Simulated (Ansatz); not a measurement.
# B on Ir(111): change of the work function, part 3 of 5

How does B on the fcc site change the work function of Ir(111) as the layer fills?

Ansatz 0.2.0; plane-wave DFT, LDA, Ansatz PAW.

So far, work function, upper face (eV): step 2 (the clean slab) 5.81; step 3 (17 atoms, coverage 0.25 ML, cell 2x2) 5.66.

## (4) Adsorbate added, k-mesh 7×7×1, coverage 0.5 ML

System of this step: BIr8 (B/Ir(111)). The cell holds 18 atoms: 16 Ir and 2 B. Cell: a = 5.431 Å, b = 5.431 Å, c = 26.137 Å, α = 90.0°, β = 90.0°, γ = 60.0°. Vacuum lies along c.

Another coverage, to see how the dipoles act on each other as their distance changes.

input.yaml reads:

```yaml
crystal:
  lattice:
    - [5.4305800796, 0.0, 0.0]
    - [2.7152900398, 4.7030203062, 0.0]
    - [0.0, 0.0, 26.1365840189]
  atoms:
    - { symbol: Ir, position: [0.0, 0.0, 0.3443449226] }
    - { symbol: Ir, position: [0.1666666667, 0.1666666667, 0.429169513] }
    - { symbol: Ir, position: [0.3333333333, 0.3333333333, 0.5116639342] }
    - { symbol: Ir, position: [0.0, 0.0, 0.5939036925] }
    - { symbol: Ir, position: [0.0, 0.5, 0.3443449226] }
    - { symbol: Ir, position: [0.1666666667, 0.6666666667, 0.429169513] }
    - { symbol: Ir, position: [0.3333333333, 0.8333333333, 0.5116639342] }
    - { symbol: Ir, position: [0.0, 0.5, 0.5939036925] }
    - { symbol: Ir, position: [0.5, 0.0, 0.3443449226] }
    - { symbol: Ir, position: [0.6666666667, 0.1666666667, 0.429169513] }
    - { symbol: Ir, position: [0.8333333333, 0.3333333333, 0.5116639342] }
    - { symbol: Ir, position: [0.5, 0.0, 0.5939036925] }
    - { symbol: Ir, position: [0.5, 0.5, 0.3443449226] }
    - { symbol: Ir, position: [0.6666666667, 0.6666666667, 0.429169513] }
    - { symbol: Ir, position: [0.8333333333, 0.8333333333, 0.5116639342] }
    - { symbol: Ir, position: [0.5, 0.5, 0.5939036925] }
    - { symbol: B, position: [0.1666666667, 0.1666666667, 0.6556550774] }
    - { symbol: B, position: [0.6666666667, 0.1666666667, 0.6556550774] }
kpoints:
  mp_grid: { grid: [7, 7, 1] }
hamiltonian:
  xc: lda
scf:
  occupations: { method: fermi_dirac, width: 0.1 }
  convergence: { dr2_threshold: 1.0e-08 }
efield:
  axis: 3
  dipole_correction: true
  ramp_position: 0.97
  ramp_width: 0.06
relax:
  f_tol: 0.02
  max_steps: 60
  constraints: [{ sites: [0, 1, 4, 5, 8, 9, 12, 13] }]
output:
  bader: true
  dos: { projected: true, e_range: [-8, 4] }
  write_potential: true
  write_density: true
  volumetric_format: npy
```

Launch:

```console
$ ansatz run input.yaml --threads 4 --pin off --max-ram 12288MiB --backend cpu --events-out ev --progress --plain --runs-dir out
```

Numbers of over 12 decimals in the logs are rounded to 6 here.

The log of the run:

```text
[...]
Crystal: 18 atoms, lattice volume = 667.532 Å³
Basis set: ecut = 420 eV, 12993 PW (Γ)
Bands: 167, of which v1, the nominal top of the filled ones, is band 139 counted from 1 (138 counted from 0)
Symmetry: 4 space group operations
[...]
k-points: 16 of 49 (time reversal used)
[...]
SCF iter   1: F=—  HF=-186902.897269 eV  |F-HF|=—  |Δ(HF+E_count)|=         —  Δρ=1.17e-2  dr2=7.19e0  ethr=1.77e-3  p=0.054 e·Å  D=1.45e-2 V/Å  ΔV_dip=-0.38 eV  dr2_dipole=1.29e-1  V_vac-E_F(+/−)=5.13/5.51 eV  ⟨swp⟩=8.1  Hψ=12191  notcnv=0  defer=32
[...]
SCF iter  11: F=-186902.654798 eV  HF=-186902.654798 eV  |F-HF|=2.91e-11  |Δ(HF+E_count)|=   1.46e-8  Δρ=5.79e-7  dr2=5.47e-9  ethr=3.60e-12  p=0.030 e·Å  D=8.11e-3 V/Å  ΔV_dip=-0.21 eV  dr2_dipole=1.90e-10  V_vac-E_F(+/−)=5.63/5.85 eV  ⟨swp⟩=16.6  Hψ=20402  notcnv=0
SCF 1 converged in 11 iterations: F = -186902.654798 eV  dr2 = 5.47e-9
[...]
relax step   1: F+E_penalty+E_count = -186902.65479785 eV  Δ(F+E_penalty+E_count) = +0.000e0 eV  max|allowed force component| = 3.017e0 eV/Å  Δτ_max = 0.0000 Å  (11 SCF iters, accepted)
[...]
SCF iter  11: F=-186904.097196 eV  HF=-186904.097196 eV  |F-HF|=6.98e-10  |Δ(HF+E_count)|=   2.52e-8  Δρ=4.30e-7  dr2=1.68e-9  ethr=3.60e-12  p=0.065 e·Å  D=1.76e-2 V/Å  ΔV_dip=-0.46 eV  dr2_dipole=4.33e-12  V_vac-E_F(+/−)=5.37/5.83 eV  ⟨swp⟩=16.0  Hψ=19919  notcnv=0
SCF 2 converged in 11 iterations: F = -186904.097196 eV  dr2 = 1.68e-9
[...]
relax step   2: F+E_penalty+E_count = -186904.09719584 eV  Δ(F+E_penalty+E_count) = -1.442e0 eV  max|allowed force component| = 1.543e0 eV/Å  Δτ_max = 0.1879 Å  (11 SCF iters, accepted)
[...]
SCF iter  10: F=-186904.326277 eV  HF=-186904.326277 eV  |F-HF|=9.60e-10  |Δ(HF+E_count)|=   3.57e-8  Δρ=4.36e-7  dr2=2.62e-9  ethr=2.83e-12  p=0.070 e·Å  D=1.91e-2 V/Å  ΔV_dip=-0.50 eV  dr2_dipole=1.44e-10  V_vac-E_F(+/−)=5.33/5.83 eV  ⟨swp⟩=15.8  Hψ=20249  notcnv=0
SCF 3 converged in 10 iterations: F = -186904.326277 eV  dr2 = 2.62e-9
relax step   3: F+E_penalty+E_count = -186904.32627704 eV  Δ(F+E_penalty+E_count) = -2.291e-1 eV  max|allowed force component| = 7.434e-1 eV/Å  Δτ_max = 0.1948 Å  (10 SCF iters, accepted)
[...]
relax step   4: F+E_penalty+E_count = -186904.37925071 eV  Δ(F+E_penalty+E_count) = -5.297e-2 eV  max|allowed force component| = 3.081e-1 eV/Å  Δτ_max = 0.2000 Å  (9 SCF iters, accepted)
[...]
relax step   5: F+E_penalty+E_count = -186904.39335396 eV  Δ(F+E_penalty+E_count) = -1.410e-2 eV  max|allowed force component| = 6.359e-2 eV/Å  Δτ_max = 0.0725 Å  (9 SCF iters, accepted)
SCF iter   1: F=—  HF=-186904.394284 eV  |F-HF|=—  |Δ(HF+E_count)|=         —  Δρ=6.33e-4  dr2=3.32e-3  ethr=8.58e-6  p=0.068 e·Å  D=1.85e-2 V/Å  ΔV_dip=-0.48 eV  dr2_dipole=7.88e-4  V_vac-E_F(+/−)=5.34/5.82 eV  ⟨swp⟩=2.6  Hψ=5027  notcnv=0  defer=59
[...]
SCF iter   7: F=-186904.394421 eV  HF=-186904.394421 eV  |F-HF|=2.91e-11  |Δ(HF+E_count)|=   2.29e-8  Δρ=8.36e-7  dr2=6.76e-9  ethr=3.60e-12  p=0.068 e·Å  D=1.84e-2 V/Å  ΔV_dip=-0.48 eV  dr2_dipole=4.35e-11  V_vac-E_F(+/−)=5.34/5.82 eV  ⟨swp⟩=12.4  Hψ=21343  notcnv=0
SCF 6 converged in 7 iterations: F = -186904.394421 eV  dr2 = 6.76e-9
relax step   6: F+E_penalty+E_count = -186904.39442115 eV  Δ(F+E_penalty+E_count) = -1.067e-3 eV  max|allowed force component| = 1.165e-2 eV/Å  Δτ_max = 0.0100 Å  (7 SCF iters, accepted)
[...]
SCF converged after 7 iterations
Free energy (F): -186904.394421 eV
[...]
Internal energy: -186903.792586 eV  (E = F + TS)
E sigma→0 (E₀):  -186904.093504 eV
Entropy (-TS):   -0.601835 eV (-33.435 meV/atom)
Fermi energy:    5.238052 eV
Dipole field:    D = 0.018444 V/Å  (p = 0.068042 e·Å, saw-weighted, corrected)
Work function:   Φ+ = 5.3421 eV   Φ− = 5.8241 eV
[...]
--- Forces (eV/Å), atoms counted from 1 ---
  atom   1  Ir    -0.00000000    -0.07594637     0.68496754
  atom   2  Ir     0.00000000     0.11646534    -0.92738117
  atom   3  Ir    -0.00000000    -0.00917958     0.00600505
  atom   4  Ir     0.00000000    -0.00684040    -0.00413859
  atom   5  Ir    -0.00000000    -0.00859485     0.87405285
  atom   6  Ir    -0.00000000    -0.01950101    -0.62375247
  atom   7  Ir     0.00000000    -0.00081303     0.00094964
  atom   8  Ir    -0.00000000    -0.00723957    -0.01128682
  atom   9  Ir    -0.00000000    -0.07594637     0.68496754
  atom  10  Ir     0.00000000     0.11646534    -0.92738117
  atom  11  Ir    -0.00000000    -0.00917958     0.00600505
  atom  12  Ir     0.00000000    -0.00684040    -0.00413859
  atom  13  Ir    -0.00000000    -0.00859485     0.87405285
  atom  14  Ir    -0.00000000    -0.01950101    -0.62375247
  atom  15  Ir     0.00000000    -0.00081303     0.00094964
  atom  16  Ir    -0.00000000    -0.00723957    -0.01128682
  atom  17  B      0.00000000     0.01165405     0.00092915
  atom  18  B      0.00000000     0.01165405     0.00092915
  max |Σ_I F_I| component: 6.90e-4 eV/Å
--- Band table (eV; the first three rows and the last of 16) ---
  k-point 0: bands = [... 135 lower, 5.7807, 5.8228, 5.9690, 5.9862, 6.0051, 6.1683, 6.1803, 6.1843, ... 24 higher]
  k-point 1: bands = [... 135 lower, 5.5046, 5.5376, 5.6305, 5.8413, 5.8681, 5.8976, 5.9571, 6.0243, ... 24 higher]
  k-point 2: bands = [... 135 lower, 4.9163, 5.0012, 5.1843, 5.2382, 5.3009, 5.3168, 5.5565, 5.5704, ... 24 higher]
  k-point 15: bands = [... 135 lower, 4.6208, 4.6721, 4.8849, 4.9462, 5.0289, 5.3753, 5.4007, 5.4735, ... 24 higher]
--- Relaxed structure (6 steps of the walk, 6 accepted, 0 SCFs on fresh bases) ---
  F+E_penalty+E_count = -186904.39442115 eV   max|allowed force component| = 1.165e-2 eV/Å
  atoms:
    - { symbol: Ir, position: [-4.240435163588617e-18, 0.0, 0.3443449226] }
    - { symbol: Ir, position: [0.16666666665, 0.166667, 0.429169513] }
    - { symbol: Ir, position: [0.332342, 0.335315, 0.511371] }
    - { symbol: Ir, position: [0.025888, -0.051777, 0.601949] }
    - { symbol: Ir, position: [-5.551115123125783e-17, 0.500000, 0.3443449226] }
    - { symbol: Ir, position: [0.166667, 0.666667, 0.429169513] }
    - { symbol: Ir, position: [0.330499, 0.839002, 0.511597] }
    - { symbol: Ir, position: [0.013074, 0.473851, 0.596039] }
    - { symbol: Ir, position: [0.5, 0.0, 0.3443449226] }
    - { symbol: Ir, position: [0.666667, 0.166667, 0.429169513] }
    - { symbol: Ir, position: [0.832342, 0.335315, 0.511371] }
    - { symbol: Ir, position: [0.525888, -0.051777, 0.601949] }
    - { symbol: Ir, position: [0.5, 0.500000, 0.3443449226] }
    - { symbol: Ir, position: [0.66666666665, 0.666667, 0.429169513] }
    - { symbol: Ir, position: [0.830499, 0.839002, 0.511597] }
    - { symbol: Ir, position: [0.513074, 0.473851, 0.596039] }
    - { symbol: B, position: [0.168615, 0.162770, 0.645258] }
    - { symbol: B, position: [0.668615, 0.162770, 0.645258] }
--- Bader charges: 18 sites ---
  site symbol  charge [e]  shift [e]
     0     Ir     -0.0665     0.0000
     1     Ir      0.0695     0.0000
     2     Ir      0.0289     0.0000
     3     Ir     -0.2462     0.0040
     4     Ir     -0.0600     0.0000
     5     Ir      0.0820     0.0001
     6     Ir     -0.0354     0.0000
     7     Ir     -0.2237     0.0034
     8     Ir     -0.0665     0.0000
     9     Ir      0.0695     0.0000
    10     Ir      0.0289     0.0000
    11     Ir     -0.2462     0.0040
    12     Ir     -0.0601     0.0000
    13     Ir      0.0821     0.0001
    14     Ir     -0.0354     0.0000
    15     Ir     -0.2237     0.0034
    16      B      0.4514     0.0075
    17      B      0.4514     0.0075
  estimated error of the sums over rays = 6.3e-4 e
```

Run time: 7 min. Hardware: 4 threads of Intel Xeon Platinum 8259CL at 2.50GHz (Skylake/Cascade Lake), shared host; peak memory 3.3 GiB.

Step by step:

```
step  energy less that of the first step (eV)  largest force component (eV/Å)
   1                                   0.0000                          3.0170
   2                                  -1.4424                          1.5432
   3                                  -1.6715                          0.7434
   4                                  -1.7245                          0.3081
   5                                  -1.7386                          0.0636
   6                                  -1.7396                          0.0117
```

Forces are held to the 4 operations that the run works with; a distortion that breaks them can't arise in this run.

The atoms that moved most (Å):

```
atom     dx      dy      dz  length
 Ir4  0.000  -0.244   0.210   0.322
Ir12  0.000  -0.244   0.210   0.322
 B18  0.000  -0.018  -0.272   0.272
 B17  0.000  -0.018  -0.272   0.272
Ir16  0.000  -0.123   0.056   0.135
 Ir8  0.000  -0.123   0.056   0.135
 Ir7  0.000   0.027  -0.002   0.027
Ir15  0.000   0.027  -0.002   0.027
```

The relaxed structure:

```cif
data_structure
_symmetry_space_group_name_H-M 'P 1'
_symmetry_Int_Tables_number 1
_cell_length_a 5.4306
_cell_length_b 5.4306
_cell_length_c 26.1366
_cell_angle_alpha 90.000
_cell_angle_beta 90.000
_cell_angle_gamma 60.000
_cell_volume 667.53
loop_
_atom_site_label
_atom_site_type_symbol
_atom_site_fract_x
_atom_site_fract_y
_atom_site_fract_z
_atom_site_occupancy
Ir1 Ir 0.00000 0.00000 0.34434 1
Ir2 Ir 0.16667 0.16667 0.42917 1
Ir3 Ir 0.33234 0.33532 0.51137 1
Ir4 Ir 0.02589 0.94822 0.60195 1
Ir5 Ir 0.00000 0.50000 0.34434 1
Ir6 Ir 0.16667 0.66667 0.42917 1
Ir7 Ir 0.33050 0.83900 0.51160 1
Ir8 Ir 0.01307 0.47385 0.59604 1
Ir9 Ir 0.50000 0.00000 0.34434 1
Ir10 Ir 0.66667 0.16667 0.42917 1
Ir11 Ir 0.83234 0.33532 0.51137 1
Ir12 Ir 0.52589 0.94822 0.60195 1
Ir13 Ir 0.50000 0.50000 0.34434 1
Ir14 Ir 0.66667 0.66667 0.42917 1
Ir15 Ir 0.83050 0.83900 0.51160 1
Ir16 Ir 0.51307 0.47385 0.59604 1
B17 B 0.16861 0.16277 0.64526 1
B18 B 0.66861 0.16277 0.64526 1
```

Numbers from this step:

- energy at zero smearing: -186904.0935 eV
- work function, upper face: 5.342 eV
- work function, lower face: 5.824 eV
- dipole along the normal: 0.06804 e·Å
- step between the vacuum levels: -0.4821 eV

The density of states has structure finer than the step of the table below, so its rows give means over 0.25 eV, whole bins alone (the curve runs from -8 to 1.98 eV). Peaks (eV: height): -3.880: 33.8, -3.670: 42.4, -3.580: 31.1, -3.520: 31.5, -3.340: 42.7, -2.920: 32.0, -1.500: 30.5.

Table of density of states by energy, zero at the Fermi level; means over each step:

```
energy (eV)  density of states (states/eV a cell)
      -7.75                                  5.58
      -7.50                                  10.8
      -7.25                                  12.4
      -7.00                                  14.6
      -6.75                                  17.3
      -6.50                                  16.2
      -6.25                                  17.8
      -6.00                                  16.7
      -5.75                                  14.2
      -5.50                                  12.5
      -5.25                                  16.0
      -5.00                                  22.9
      -4.75                                  16.4
      -4.50                                  17.9
      -4.25                                  22.6
      -4.00                                  20.9
      -3.75                                  28.3
      -3.50                                  25.5
      -3.25                                  25.4
      -3.00                                  19.7
      -2.75                                  21.8
      -2.50                                  16.3
      -2.25                                  16.4
      -2.00                                  18.0
      -1.75                                  17.5
      -1.50                                  22.3
      -1.25                                  18.9
      -1.00                                  18.9
      -0.75                                  19.1
      -0.50                                  15.1
      -0.25                                  17.5
       0.00                                  19.2
       0.25                                  19.1
       0.50                                  20.5
       0.75                                  20.8
       1.00                                  18.4
       1.25                                  11.1
       1.50                                  6.43
       1.75                                  8.65
```

Projected DOS per atom over height of the atomic layer and energy from the Fermi level. Layers: Ir4 Ir4 Ir4 Ir4 B2 from below.

Values in states/eV, 22 rows by 5 columns, each cell a mean:
```
0.43 0.31 0.31 0.38 0.72
0.53 0.49 0.63 0.47 0.54
1.15 1.54 1.22 0.73 0.39
1.40 1.31 1.22 0.80 0.34
1.38 1.14 0.99 0.74 0.39
1.08 0.82 0.79 0.98 0.31
1.50 0.91 0.97 1.23 0.33
1.68 0.91 1.33 1.11 0.39
1.26 0.81 1.07 0.99 0.31
1.16 0.70 0.76 1.21 0.40
1.96 0.92 0.84 1.05 0.42
1.77 1.34 1.31 1.16 0.28
1.70 1.67 1.59 1.49 0.37
0.97 1.23 1.31 1.51 0.50
0.74 0.99 1.10 1.24 0.44
1.19 1.19 1.31 1.40 0.44
0.63 0.77 0.72 1.01 0.25
0.90 1.08 0.95 1.02 0.34
0.79 1.41 1.17 0.69 0.20
0.49 1.44 1.29 0.72 0.18
0.38 1.07 1.04 0.38 0.12
0.22 0.57 0.55 0.24 0.15
```
Columns: height of the atomic layer (Å) from 9 to 16.9 (not evenly spaced); rows upwards: energy from the Fermi level (eV) from -7.96 to 1.95.

The relaxation took 6 steps and lowered the energy by 1.7 eV; the largest force on the free atoms ends at 0.012 eV/Å.

The covered face has 5.34 eV, -0.47 eV against the clean one; the bare back face has moved by -0.03 eV, a measure of how thin the slab is.

## (5) The covered slab, k-mesh 13×13×1, coverage 1 ML

System of this step: BIr4 (B/Ir(111)). The cell holds 5 atoms: 4 Ir and 1 B. Cell: a = 2.715 Å, b = 2.715 Å, c = 26.137 Å, α = 90.0°, β = 90.0°, γ = 60.0°. Vacuum lies along c.

Another coverage, to see how the dipoles act on each other as their distance changes.

input.yaml, the sections that differ from step 4:

```yaml
crystal:
  lattice:
    - [2.7152900398, 0.0, 0.0]
    - [1.3576450199, 2.3515101531, 0.0]
    - [0.0, 0.0, 26.1365840189]
  atoms:
    - { symbol: Ir, position: [0.0, 0.0, 0.3443449226] }
    - { symbol: Ir, position: [0.3333333333, 0.3333333333, 0.429169513] }
    - { symbol: Ir, position: [0.6666666667, 0.6666666667, 0.5116639342] }
    - { symbol: Ir, position: [0.0, 0.0, 0.5939036925] }
    - { symbol: B, position: [0.3333333333, 0.3333333333, 0.6556550774] }
kpoints:
  mp_grid: { grid: [13, 13, 1] }
relax:
  f_tol: 0.02
  max_steps: 60
  constraints: [{ sites: [0, 1] }]
output:
  bader: true
  write_potential: true
  write_density: true
  volumetric_format: npy
# hamiltonian, scf, efield: as in step 4
```

The log of the run:

```text
[...]
Crystal: 5 atoms, lattice volume = 166.883 Å³
Basis set: ecut = 420 eV, 3309 PW (Γ)
Bands: 43, of which v1, the nominal top of the filled ones, is band 36 counted from 1 (35 counted from 0)
Symmetry: 6 space group operations
[...]
k-points: 21 of 169 (time reversal used)
[...]
- { symbol: Ir, position: [0.666667, 0.666667, 0.511037] }
[...]
- { symbol: B, position: [0.333333, 0.333333, 0.650353] }
--- Bader charges: 5 sites ---
  site symbol  charge [e]  shift [e]
     0     Ir     -0.0667     0.0000
     1     Ir      0.0864     0.0001
     2     Ir     -0.0588     0.0000
     3     Ir     -0.4000     0.0065
     4      B      0.4392     0.0065
  estimated error of the sums over rays = 3.8e-4 e
[key lines of the parts left out:]
SCF converged after 8 iterations
Free energy (F): -46800.209448 eV
Fermi energy:    5.929205 eV
Dipole field:    D = 0.049460 V/Å  (p = 0.045614 e·Å, saw-weighted, corrected)
Work function:   Φ+ = 4.4962 eV   Φ− = 5.7889 eV
```

It took 40 s on 4 threads; peak memory 0.52 GiB; 2.5 min of CPU time.

Step by step:

```
step  energy less that of the first step (eV)  largest force component (eV/Å)
   1                                   0.0000                          3.5245
   2                                  -0.4180                          1.5037
   3                                  -0.5337                          0.8445
   4                                  -0.5578                          0.1696
   5                                  -0.5588                          0.0152
```

Forces are held to the 6 operations that the run works with; a distortion that breaks them can't arise in this run.

The atoms that moved most (Å):

```
atom     dx     dy      dz  length
 Ir4  0.000  0.000   0.205   0.205
  B5  0.000  0.000  -0.139   0.139
 Ir3  0.000  0.000  -0.016   0.016
```

Final coordinates:

```xyz
5
Lattice="2.7153 0.0000 0.0000 1.3576 2.3515 0.0000 0.0000 0.0000 26.1366" Properties=species:S:1:pos:R:3
Ir    0.0000    0.0000    9.0000
Ir    1.3576    0.7838   11.2170
Ir    2.7153    1.5677   13.3568
Ir    0.0000    0.0000   15.7276
B     1.3576    0.7838   16.9980
```

The relaxation took 5 steps and lowered the energy by 0.56 eV; the largest force on the free atoms ends at 0.015 eV/Å.

The covered face has 4.50 eV, -1.32 eV against the clean one; the bare back face has moved by -0.07 eV, a measure of how thin the slab is.

## (6) Work function against coverage

This step: plane-wave DFT, LDA, Ansatz PAW; work function against coverage (Ansatz 0.2.0).

The runs are now put side by side.

This step gave:

- work function of the clean face: 5.814 eV
- largest change of the work function: -1.318 eV

The work function of the covered face by coverage:

```
coverage (adsorbates/nm²)  work function of the covered face (eV)
                     0.00                                    5.81
                     3.92                                    5.66
                     7.83                                    5.34
                    15.66                                    4.50
```

The dipole per adsorbate comes from the change of the cell's dipole. Coverage, by row:

```
coverage (1/nm²)  coverage (ML)  work function (eV)  change (eV)  dipole per adsorbate, positive end outwards (debye)  mean height of the added atoms over the highest substrate atom (Å)
           3.915           0.25               5.662      -0.1522                                                0.094                                                               1.167
           7.831            0.5               5.342      -0.4723                                                0.149                                                               1.132
           15.66              1               4.496       -1.318                                                0.212                                                                1.27
```

(Continued in part 4 of 5.)

[Logs are printed without paths, hosts, clocks, repeated set-up lines and the standing remarks that a program may print on its own settings, such as how far it seeks lower states.]

[Hosts, paths, dates, database ids (printed as entryN), source tags and the programs' standing remarks are cut or masked in the printed files.]

[Maps of the electrostatic potential energy from Ansatz leave out the sawtooth potential of an applied field or a dipole correction, so their vacuum need not be flat; planar profiles and work functions include it.]

[The density of states shown here was stored with 400 of the rows of the run's finer table, so its peaks can read low, often by over a quarter, or be missed, and its means over a window can be off by a tenth or more.]
